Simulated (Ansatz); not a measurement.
Rows from a G0W0 calculation on SnPHO3 (Cc) (Ansatz 0.2.0; G0W0 on PBE, plane waves, PAW; PAW set soft_1; 2×2×4 mesh, 132 empty bands, screening to 48 eV, PAW set soft_1 files), in eV. Spin-orbit coupling is left out.

```tsv
row	Σx	Σc	Vxc	Z
A	-7.68	-3.10	-11.69	0.82
B	-21.13	2.98	-17.45	0.79
C	-9.40	-3.35	-13.98	0.81
D	-20.51	2.40	-17.56	0.80
E	-7.68	-3.30	-11.96	0.82
F	-21.89	3.29	-17.86	0.79
```

Which rows are filled states and which are empty ones, and how can one tell?

Filled: B, D and F. Empty: A, C and E. The sign of Σc tells: for a filled state bare exchange, which holds its interaction with itself, lies below Vxc (Σx − Vxc is -2.9 eV or lower here) and screening gives part back as a positive Σc. For an empty state Σx lies above Vxc (+4.0 eV or more) and the Coulomb hole leaves Σc negative.

[Paths, hosts, dates, memory and timing lines, banners, echoed tables and standing remarks are left out of the program output.]

[Logs are printed without paths, hosts, clocks, repeated set-up lines and the standing remarks that a program may print on its own settings, such as how far it seeks lower states.]

[Runs of the session that timed out or met a known fault of the program may be left out.]

[Cells called generated may have been cut or substituted from an entry of the Crystallography Open Database or the Materials Project.]

[Hosts, paths, dates, database ids (printed as entryN), source tags and the programs' standing remarks are cut or masked in the printed files.]
